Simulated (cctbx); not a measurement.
# Reading a Patterson map

Space group R-3m (no. 166), a = 4.4690 Å, b = 4.4690 Å, c = 34.3660 Å, α = 90.00°, β = 90.00°, γ = 120.00°, content Br12 Sc3 Li6.

Simulated single-crystal data (cctbx): Ag Kα, λ = 0.56087 Å, to d = 0.6 Å, 95 % of the full sphere, strongest reflection 20000 counts, noise from counting, a 6 % proportional error and a noise floor of 4 counts (s.d.); no absorption.

Patterson synthesis, origin scaled to 1000:

```text
Patterson group R -3 m :H
      u       v       w   height  length (A)
  0.000   0.000   0.000   1000.0     0.00
  0.000   0.000   0.500    842.0    17.18
  0.000   0.000   0.249    653.4     8.54
  0.000   0.000   0.370    233.0    12.72
  0.000   0.000   0.126    225.0     4.34
  0.080   0.160   0.985     22.5     0.81
  0.100   0.200   0.008     20.6     0.83
  0.000   0.000   0.023     20.6     0.80
  0.062   0.123   0.020     20.5     0.83
  0.000   0.000   0.425     17.4    14.61
  0.000   0.000   0.167     16.8     5.73
  0.000   0.000   0.078     16.6     2.69
  0.000   0.000   0.331     16.4    11.37
  0.033   0.200   0.254     13.6     8.77
```

**Question.** Which atom pairs make the peaks, and where is the heaviest atom?

A peak at u stands for all pairs with xi − xj = u, with weight Σ ZiZj against Σ Z² = 16077 at the origin. Peak heights follow these weights only roughly, since form factors, motion and series ripples differ, all vectors within 0.55 Å of a peak are counted as merged into it though the farther ones add only part of their weight, and F(000) is left out, which lowers the whole map:

| u | v | w | shortest length (Å) | height | 1000 ΣZiZj/ΣZ² | pairs in the cell |
| --- | --- | --- | --- | --- | --- | --- |
| 0.000 | 0.000 | 0.500 | 6.28 | 842 | 914 | 12 × Br–Br |
| 0.000 | 0.000 | 0.249 | 3.88 | 653 | 914 | 12 × Br–Br |
| 0.000 | 0.000 | 0.370 | 2.87 | 233 | 274 | 6 × Br–Sc |
| 0.000 | 0.000 | 0.126 | 4.33 | 225 | 274 | 6 × Br–Sc |

The table stops at ten peaks or at a height of 45, below which ripples compete. In the model behind the data Br, the heaviest element, has 2 independent sites: (0, 0, 0.8737) and (2/3, 1/3, 0.7036), up to an allowed shift of origin; the Br–Br vectors are differences of these positions and their symmetry mates. The whole model:

| atom | mult. | x | y | z | Ueq (Å²) |
| --- | --- | --- | --- | --- | --- |
| Br1 | 6 | 0 | 0 | 0.8737 | 0.0098 |
| Br2 | 6 | 2/3 | 1/3 | 0.7036 | 0.0083 |
| Sc1 | 3 | 0 | 0 | 0 | 0.0091 |
| Li1 | 6 | 0 | 0 | 0.7948 | 0.0137 |

The model was made for the exercise: a known structure type with other elements put in, its volume estimated, not relaxed; displacement parameters are assumed.

[Logs are printed without paths, hosts, clocks, repeated set-up lines and the standing remarks that a program may print on its own settings, such as how far it seeks lower states.]
